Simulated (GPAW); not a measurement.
## V K-edge XANES of VRhO4 (Cmmm)

What does one-electron theory with a core hole give for the V K edge of VRhO4 (Cmmm)?

Main program and level: GPAW 26.7.0; X-ray absorption from dipole matrix elements to empty bands, plane-wave PAW LDA+U.

Report form: the programs' logs are mostly left out.

## (1) Starting point

It takes space group Cmmm (No. 65, orthorhombic). Conventional cell: a = 6.471 Å, b = 6.484 Å, c = 3.027 Å, α = 90.00°, β = 90.00°, γ = 90.00°. Nearest to Rh lie 6 O at 2.00 Å. Nearest to V lie 6 O at 1.94 to 1.95 Å. Nearest to O lie 1 V at 1.94 Å and 2 Rh at 2.00 Å. O has 2 V at 1.95 Å and 1 Rh at 2.00 Å nearest. Farther neighbours and most contacts between anions are not listed.

As a file:

```xyz
6
Lattice="3.2357 -3.2419 0.0000 3.2357 3.2419 0.0000 0.0000 0.0000 3.0269" Properties=species:S:1:pos:R:3 pbc="T T T"
Rh    3.2357    0.0000    1.5135
V     0.0000    0.0000    0.0000
O     3.2357    1.3033    0.0000
O     5.2370    0.0000    1.5135
O     1.2343    0.0000    1.5135
O     3.2357   -1.3033    0.0000
```

## (2) Ground state of the crystal

A plain self-consistent run shows whether there is a gap and which moments survive; both decide the set-up of the core-hole run.

Contents of scf.py:

```python
import numpy as np
from ase import Atoms
from ase.parallel import parprint, paropen
from gpaw import GPAW, PW, FermiDirac, Mixer, MixerDif, setup_paths
from gpaw.test import gen
setup_paths.insert(0, '.')
gen('V', name='nch1s', xcname='LDA', corehole=(1, 0, 0), write_xml=True)
from gpaw.mpi import world
world.barrier()

atoms = Atoms('RhVO4',
    cell=[[3.235657, -3.241941, 0],
     [3.235657, 3.241941, 0],
     [0, 0, 3.026939]],
    scaled_positions=[[0.5, 0.5, 0.5],
     [0, 0, 0],
     [0.298993, 0.701007, 0],
     [0.809268, 0.809268, 0.5],
     [0.190732, 0.190732, 0.5],
     [0.701007, 0.298993, 0]],
    magmoms=[0.0, 2.0, 0.0, 0.0, 0.0, 0.0],
    pbc=True)
atoms.calc = calc = GPAW(legacy_gpaw=True, mode=PW(500, force_complex_dtype=True), xc='LDA', setups={'V': ':d,3.3', 1: 'nch1s:d,3.3'},
    kpts={'size': (6, 6, 8), 'gamma': True}, occupations=FermiDirac(0.05),
    charge=0, mixer=MixerDif(0.05, 8, 50), maxiter=150,
    convergence={'density': 0.0001, 'eigenstates': 1e-6}, txt='scf.txt')
energy = atoms.get_potential_energy() + calc.get_reference_energy()
ef = calc.get_fermi_level()
out = dict(energy=energy, fermi=ef, forces=atoms.get_forces().tolist(), magmoms=atoms.get_magnetic_moments().tolist())
parprint(f'all-electron energy {energy:.4f} eV, Fermi level {ef:.4f} eV')
ev = np.array([[calc.get_eigenvalues(k, s) for k in range(len(calc.get_ibz_k_points()))] for s in range(calc.get_number_of_spins())])
out['homo'], out['lumo'], out['counts'] = ev[ev < ef].max(), ev[ev > ef].min(), sorted(set((ev < ef).sum((0, 2)).tolist()))
out['filled'] = (ev[:, 0] < ef).sum(1).tolist()
import json
with paropen('out.json', 'w') as f:
    json.dump(out, f)
```

Command:

```sh
OMP_NUM_THREADS=1 mpirun -n 4 gpaw python scf.py
```

It took 37 s on 4 MPI ranks of Intel Xeon Platinum 8488C (Sapphire Rapids), shared host; peak memory 0.27 GiB; 2.4 min of CPU time.

The mesh shows no gap, so the system is treated as a metal and the core electron is put at the Fermi level (neutral cell).

Site moments (μB): 0.02, 1.06, -0.02, -0.02, -0.02, -0.02.

## (3) Reference energy of the supercell

The photon energy needs a difference of total energies, so the cell and mesh of the coming hole run are first run without a hole.

scf.py: that of step 2 with these lines changed.

```diff
@@ -10,16 +10,22 @@
 
-atoms = Atoms('RhVO4',
-    cell=[[3.235657, -3.241941, 0],
-     [3.235657, 3.241941, 0],
-     [0, 0, 3.026939]],
-    scaled_positions=[[0.5, 0.5, 0.5],
+atoms = Atoms('Rh2V2O8',
+    cell=[[3.235657, -3.241941, 3.026939],
+     [3.235657, 3.241941, 3.026939],
+     [-3.235657, -3.241941, 3.026939]],
+    scaled_positions=[[0.5, 0.25, 0.75],
+     [0.5, 0.75, 0.25],
      [0, 0, 0],
+     [0, 0.5, 0.5],
+     [0.298993, 0.201007, 0.5],
      [0.298993, 0.701007, 0],
-     [0.809268, 0.809268, 0.5],
-     [0.190732, 0.190732, 0.5],
+     [0.809268, 0.25, 0.440732],
+     [0.809268, 0.75, 0.940732],
+     [0.190732, 0.25, 0.059268],
+     [0.190732, 0.75, 0.559268],
+     [0.701007, 0.798993, 0.5],
      [0.701007, 0.298993, 0]],
-    magmoms=[0.0, 2.0, 0.0, 0.0, 0.0, 0.0],
+    magmoms=[0.0, 0.0, 2.0, 2.0, 0.0, 0.0, 0.0, 0.0, 0.0, 0.0, 0.0, 0.0],
     pbc=True)
-atoms.calc = calc = GPAW(legacy_gpaw=True, mode=PW(500, force_complex_dtype=True), xc='LDA', setups={'V': ':d,3.3', 1: 'nch1s:d,3.3'},
-    kpts={'size': (6, 6, 8), 'gamma': True}, occupations=FermiDirac(0.05),
+atoms.calc = calc = GPAW(legacy_gpaw=True, mode=PW(500, force_complex_dtype=True), xc='LDA', setups={'V': ':d,3.3', 2: 'nch1s:d,3.3'},
+    kpts={'size': (4, 4, 4), 'gamma': True}, occupations=FermiDirac(0.1),
     charge=0, mixer=MixerDif(0.05, 8, 50), maxiter=150,
```

Run time: 68 s. Hardware: 4 MPI ranks; peak memory 0.43 GiB; 4.5 min of CPU time.

Reference energy: -327871.010 eV with the cores included.

## (4) Spectrum with XCH, V atom 2

The holes are 5.5 Å apart. In GPAW the data set carries the hole's charge, so charge=0 means a charged cell and charge=-1 a neutral one. The excited electron is kept in the cell, where it fills the lowest empty states and screens the hole. After the field has converged, empty bands are computed with the density fixed and the dipole matrix elements are summed.

The absorber has 2 O at 1.94 Å and 4 O at 1.95 Å (octahedral, site symmetry mmm).

Contents of xas.py:

```python
import numpy as np
from ase import Atoms
from ase.parallel import parprint, paropen
from gpaw import GPAW, PW, FermiDirac, Mixer, MixerDif, setup_paths
from gpaw.test import gen
setup_paths.insert(0, '.')
gen('V', name='fch1s', xcname='LDA', corehole=(1, 0, 1), write_xml=True)
from gpaw.mpi import world
world.barrier()

atoms = Atoms('Rh2V2O8',
    cell=[[3.235657, -3.241941, 3.026939],
     [3.235657, 3.241941, 3.026939],
     [-3.235657, -3.241941, 3.026939]],
    scaled_positions=[[0.5, 0.25, 0.75],
     [0.5, 0.75, 0.25],
     [0, 0, 0],
     [0, 0.5, 0.5],
     [0.298993, 0.201007, 0.5],
     [0.298993, 0.701007, 0],
     [0.809268, 0.25, 0.440732],
     [0.809268, 0.75, 0.940732],
     [0.190732, 0.25, 0.059268],
     [0.190732, 0.75, 0.559268],
     [0.701007, 0.798993, 0.5],
     [0.701007, 0.298993, 0]],
    magmoms=[0.0, 0.0, 2.0, 2.0, 0.0, 0.0, 0.0, 0.0, 0.0, 0.0, 0.0, 0.0],
    pbc=True)
atoms.calc = calc = GPAW(legacy_gpaw=True, mode=PW(500, force_complex_dtype=True), xc='LDA', setups={'V': ':d,3.3', 2: 'fch1s:d,3.3'},
    kpts={'size': (4, 4, 4), 'gamma': True}, occupations=FermiDirac(0.1),
    charge=-1, mixer=MixerDif(0.05, 8, 50), maxiter=150,
    convergence={'density': 0.0001, 'eigenstates': 1e-6}, txt='scf.txt')
energy = atoms.get_potential_energy() + calc.get_reference_energy()
ef = calc.get_fermi_level()
out = dict(energy=energy, fermi=ef, forces=atoms.get_forces().tolist(), magmoms=atoms.get_magnetic_moments().tolist())
parprint(f'all-electron energy {energy:.4f} eV, Fermi level {ef:.4f} eV')
ev = np.array([[calc.get_eigenvalues(k, s) for k in range(len(calc.get_ibz_k_points()))] for s in range(calc.get_number_of_spins())])
out['homo'], out['lumo'], out['counts'] = ev[ev < ef].max(), ev[ev > ef].min(), sorted(set((ev < ef).sum((0, 2)).tolist()))
out['filled'] = (ev[:, 0] < ef).sum(1).tolist()

from ase.units import Ha
from gpaw.xas import dipole_matrix_elements
nb = int(calc.get_number_of_electrons() / 2) + 99
top, nb = nb, nb + 8 + nb // 12
nscf = calc.fixed_density(kpts={'size': (4, 4, 4), 'gamma': True}, nbands=nb,
    convergence={'bands': top, 'eigenstates': 5e-3}, maxiter=60, txt='nscf.txt')
cell = atoms.cell.array
ops = [cell.T @ U.T @ np.linalg.inv(cell.T) for U in nscf.wfs.kd.symmetry.op_scc]
E = np.arange(-6, 34, 0.1)
fwhm = np.interp(E, [4, 25], [1.01, 3.5])
Y, X, zero, highest = 0, 0, 1e9, 1e9
for spin in range(nscf.get_number_of_spins()):
    wfs = nscf.wfs
    mine = wfs.bd.get_slice()  # this rank's bands
    A = dipole_matrix_elements(wfs.setups[2])
    eps = np.zeros((wfs.kd.nibzkpts, nb))
    d = np.zeros((3, A.shape[1], wfs.kd.nibzkpts, nb), complex)
    for kpt in wfs.kpt_u:
        if kpt.s == spin and 2 in kpt.P_ani:
            eps[kpt.k, mine] = kpt.eps_n * Ha
            d[:, :, kpt.k, mine] = (kpt.weight * wfs.nspins / 2) ** 0.5 * np.inner(A, kpt.P_ani[2])
    world.sum(eps)
    world.sum(d)
    T = np.einsum('amkn,bmkn->abkn', d, d.conj()).real
    T = sum(np.einsum('ai,ijkn,bj->abkn', R, T, R) for R in ops) / len(ops)
    empty = eps > ef
    zero, highest = min(zero, eps[empty].min()), min(highest, eps[:, top - 1].min())
    lines = [(eps, T, empty)] if spin == 0 else lines + [(eps, T, empty)]
for eps, T, empty in lines:
    f = np.einsum('aakn->akn', T).reshape(3, -1)
    x = eps.ravel() - zero
    w = np.interp(x, E, fwhm) / 2.35482
    g = np.exp(-0.5 * ((E[:, None] - x) / w) ** 2) / (w * (2 * np.pi) ** 0.5)
    Y = Y + (f * empty.ravel()) @ g.T
    X = X + (f * ~empty.ravel()) @ g.T
out.update(E=E.round(2).tolist(), xas=Y.tolist(), xes=X.tolist(), zero=zero, valid=highest - zero, nk=len(eps), nb=nb)
for i in range(0, len(E), 10):
    parprint(f'{E[i]:7.2f}', *(f'{v:10.3e}' for v in Y[:, i]))
import json
with paropen('out.json', 'w') as f:
    json.dump(out, f)
```

Command:

```sh
OMP_NUM_THREADS=1 mpirun -n 4 gpaw python xas.py
```

It took 5 min on 4 MPI ranks; peak memory 0.64 GiB; 20 min of CPU time.

The V K spectrum, V atom 2, excited-electron core hole (neutral cell) (energy from the lowest empty level; intensity scaled to a mean of 1 over the first 20 eV; polarised curves are means over the symmetry-equivalent atoms):

```tsv
E (eV)	isotropic	ε ∥ x	ε ∥ y	ε ∥ z
-2.00	0.00	0.00	0.00	0.00
-1.25	0.00	0.00	0.00	0.00
-0.50	0.01	0.01	0.00	0.00
0.25	0.03	0.03	0.04	0.02
1.00	0.09	0.03	0.08	0.18
1.75	0.28	0.15	0.27	0.42
2.50	0.40	0.18	0.43	0.58
3.25	0.21	0.15	0.20	0.27
4.00	0.11	0.17	0.07	0.09
4.75	0.04	0.05	0.04	0.04
5.50	0.01	0.01	0.02	0.01
6.25	0.01	0.01	0.01	0.01
7.00	0.03	0.04	0.02	0.02
7.75	0.07	0.13	0.05	0.04
8.50	0.18	0.33	0.13	0.09
9.25	0.39	0.75	0.28	0.15
10.00	0.69	1.29	0.54	0.25
10.75	0.84	1.46	0.69	0.37
11.50	0.83	1.38	0.63	0.48
12.25	0.82	1.39	0.56	0.52
13.00	0.90	1.56	0.61	0.52
13.75	1.09	1.74	0.89	0.64
14.50	1.42	1.72	1.55	0.99
15.25	1.94	1.75	2.53	1.55
16.00	2.53	2.02	3.39	2.18
16.75	2.87	2.27	3.60	2.75
17.50	2.92	2.38	3.17	3.19
18.25	2.84	2.46	2.55	3.50
19.00	2.80	2.63	2.10	3.66
19.75	2.86	2.92	1.99	3.66
20.50	2.96	3.20	2.20	3.49
21.25	2.97	3.18	2.55	3.17
22.00	2.82	2.81	2.88	2.76
22.75	2.60	2.33	3.06	2.41
23.50	2.38	2.00	2.96	2.18
24.25	2.14	1.85	2.54	2.03
25.00	1.84	1.73	1.93	1.87
25.75	1.55	1.58	1.38	1.69
26.50	1.35	1.41	1.06	1.58
27.25	1.28	1.28	0.98	1.57
28.00	1.29	1.18	1.06	1.62
28.75	1.33	1.12	1.21	1.67
29.50	1.39	1.09	1.41	1.68
30.25	1.48	1.12	1.65	1.68
31.00	1.62	1.22	1.91	1.73
31.75	1.79	1.36	2.13	1.87
```

Main maxima below 30 eV (height): 2.4 eV (0.41), 17.2 eV (2.93) and 20.9 eV (2.99). A K edge sees empty p states. The first eV above the zero hold little dipole weight, as the lowest empty bands are of d character; the main edge, of 4p character, rises through 0.6 near 10 eV above the zero.

The total-energy difference is 5447.13 eV. The tabulated edge of the element is 5465 eV. The functional leaves an error in such absolute values: in the free atom LDA prices this hole 14.0 eV below PBE (computed apart), and PBE is itself good to a few eV.

## (5) Reference energy of the cell

The cell and mesh change for the next run, so it gets a reference energy of its own.

Contents of scf.py:

```python
import numpy as np
from ase import Atoms
from ase.parallel import parprint, paropen
from gpaw import GPAW, PW, FermiDirac, Mixer, MixerDif, setup_paths
from gpaw.test import gen
setup_paths.insert(0, '.')
gen('V', name='nch1s', xcname='LDA', corehole=(1, 0, 0), write_xml=True)
from gpaw.mpi import world
world.barrier()

atoms = Atoms('RhVO4',
    cell=[[0, 0, 3.026939],
     [3.235657, -3.241941, 0],
     [3.235657, 3.241941, 0]],
    scaled_positions=[[0.5, 0.5, 0.5],
     [0, 0, 0],
     [0, 0.298993, 0.701007],
     [0.5, 0.809268, 0.809268],
     [0.5, 0.190732, 0.190732],
     [0, 0.701007, 0.298993]],
    magmoms=[0.0, 2.0, 0.0, 0.0, 0.0, 0.0],
    pbc=True)
atoms.calc = calc = GPAW(legacy_gpaw=True, mode=PW(500, force_complex_dtype=True), xc='LDA', setups={'V': ':d,3.3', 1: 'nch1s:d,3.3'},
    kpts={'size': (5, 4, 4), 'gamma': True}, occupations=FermiDirac(0.1),
    charge=0, mixer=MixerDif(0.05, 8, 50), maxiter=150,
    convergence={'density': 0.0001, 'eigenstates': 1e-6}, txt='scf.txt')
energy = atoms.get_potential_energy() + calc.get_reference_energy()
ef = calc.get_fermi_level()
out = dict(energy=energy, fermi=ef, forces=atoms.get_forces().tolist(), magmoms=atoms.get_magnetic_moments().tolist())
parprint(f'all-electron energy {energy:.4f} eV, Fermi level {ef:.4f} eV')
ev = np.array([[calc.get_eigenvalues(k, s) for k in range(len(calc.get_ibz_k_points()))] for s in range(calc.get_number_of_spins())])
out['homo'], out['lumo'], out['counts'] = ev[ev < ef].max(), ev[ev > ef].min(), sorted(set((ev < ef).sum((0, 2)).tolist()))
out['filled'] = (ev[:, 0] < ef).sum(1).tolist()
import json
with paropen('out.json', 'w') as f:
    json.dump(out, f)
```

Command:

```sh
OMP_NUM_THREADS=1 mpirun -n 4 gpaw python scf.py
```

It took 16 s on 4 MPI ranks; peak memory 0.25 GiB; 64 s of CPU time.

## (6) Spectrum with XCH, V atom 2

A smaller cell brings the holes closer; here they are 3.0 Å apart.

Changed against the first core-hole run: supercell atoms from 12 to 6; the field's mesh follows (4×4×4 to 5×4×4).

xas.py: that of step 4 with these lines changed.

```diff
@@ -10,22 +10,16 @@
 
-atoms = Atoms('Rh2V2O8',
-    cell=[[3.235657, -3.241941, 3.026939],
-     [3.235657, 3.241941, 3.026939],
-     [-3.235657, -3.241941, 3.026939]],
-    scaled_positions=[[0.5, 0.25, 0.75],
-     [0.5, 0.75, 0.25],
+atoms = Atoms('RhVO4',
+    cell=[[0, 0, 3.026939],
+     [3.235657, -3.241941, 0],
+     [3.235657, 3.241941, 0]],
+    scaled_positions=[[0.5, 0.5, 0.5],
      [0, 0, 0],
-     [0, 0.5, 0.5],
-     [0.298993, 0.201007, 0.5],
-     [0.298993, 0.701007, 0],
-     [0.809268, 0.25, 0.440732],
-     [0.809268, 0.75, 0.940732],
-     [0.190732, 0.25, 0.059268],
-     [0.190732, 0.75, 0.559268],
-     [0.701007, 0.798993, 0.5],
-     [0.701007, 0.298993, 0]],
-    magmoms=[0.0, 0.0, 2.0, 2.0, 0.0, 0.0, 0.0, 0.0, 0.0, 0.0, 0.0, 0.0],
+     [0, 0.298993, 0.701007],
+     [0.5, 0.809268, 0.809268],
+     [0.5, 0.190732, 0.190732],
+     [0, 0.701007, 0.298993]],
+    magmoms=[0.0, 2.0, 0.0, 0.0, 0.0, 0.0],
     pbc=True)
-atoms.calc = calc = GPAW(legacy_gpaw=True, mode=PW(500, force_complex_dtype=True), xc='LDA', setups={'V': ':d,3.3', 2: 'fch1s:d,3.3'},
-    kpts={'size': (4, 4, 4), 'gamma': True}, occupations=FermiDirac(0.1),
+atoms.calc = calc = GPAW(legacy_gpaw=True, mode=PW(500, force_complex_dtype=True), xc='LDA', setups={'V': ':d,3.3', 1: 'fch1s:d,3.3'},
+    kpts={'size': (5, 4, 4), 'gamma': True}, occupations=FermiDirac(0.1),
     charge=-1, mixer=MixerDif(0.05, 8, 50), maxiter=150,
@@ -42,5 +36,5 @@
 from gpaw.xas import dipole_matrix_elements
-nb = int(calc.get_number_of_electrons() / 2) + 99
+nb = int(calc.get_number_of_electrons() / 2) + 51
 top, nb = nb, nb + 8 + nb // 12
-nscf = calc.fixed_density(kpts={'size': (4, 4, 4), 'gamma': True}, nbands=nb,
+nscf = calc.fixed_density(kpts={'size': (6, 4, 4), 'gamma': True}, nbands=nb,
     convergence={'bands': top, 'eigenstates': 5e-3}, maxiter=60, txt='nscf.txt')
@@ -54,3 +48,3 @@
     mine = wfs.bd.get_slice()  # this rank's bands
-    A = dipole_matrix_elements(wfs.setups[2])
+    A = dipole_matrix_elements(wfs.setups[1])
     eps = np.zeros((wfs.kd.nibzkpts, nb))
@@ -58,5 +52,5 @@
     for kpt in wfs.kpt_u:
-        if kpt.s == spin and 2 in kpt.P_ani:
+        if kpt.s == spin and 1 in kpt.P_ani:
             eps[kpt.k, mine] = kpt.eps_n * Ha
-            d[:, :, kpt.k, mine] = (kpt.weight * wfs.nspins / 2) ** 0.5 * np.inner(A, kpt.P_ani[2])
+            d[:, :, kpt.k, mine] = (kpt.weight * wfs.nspins / 2) ** 0.5 * np.inner(A, kpt.P_ani[1])
     world.sum(eps)
```

Command:

```sh
OMP_NUM_THREADS=1 mpirun -n 4 gpaw python xas.py
```

Wall time 52 s (4 MPI ranks); peak memory 0.33 GiB; 3.4 min of CPU time.

These settings depart from the first run's and aren't meant as converged.

Against the first run the r.m.s. difference is 3 %. The highest intensity below 24 eV goes from 20.9 eV (2.99) to 20.7 eV (3.02).

```tsv
E (eV)	first run	this run
-2.0	0.00	0.00
-0.5	0.01	0.01
1.0	0.09	0.04
2.5	0.40	0.32
4.0	0.11	0.14
5.5	0.01	0.03
7.0	0.03	0.02
8.5	0.18	0.16
10.0	0.69	0.64
11.5	0.83	0.87
13.0	0.90	0.88
14.5	1.42	1.36
16.0	2.53	2.49
17.5	2.92	2.99
19.0	2.80	2.93
20.5	2.96	3.02
22.0	2.82	2.87
23.5	2.38	2.46
25.0	1.84	1.94
26.5	1.35	1.41
28.0	1.29	1.26
29.5	1.39	1.38
31.0	1.62	1.64
```

[end of part 1 of 2]

[Logs are printed without paths, hosts, clocks, repeated set-up lines and the standing remarks that a program may print on its own settings, such as how far it seeks lower states.]

[Hosts, paths, dates, database ids (printed as entryN), source tags and the programs' standing remarks are cut or masked in the printed files.]

[Lists of maxima count a maximum above −3 eV only where it reaches 4 % of the highest in the window and stands out from its surroundings by 2 % of it (1.5 % where it reaches 55 %); shoulders and weaker maxima are passed over, and of the rest the first, up to two pre-edge ones and the few strongest are named.]
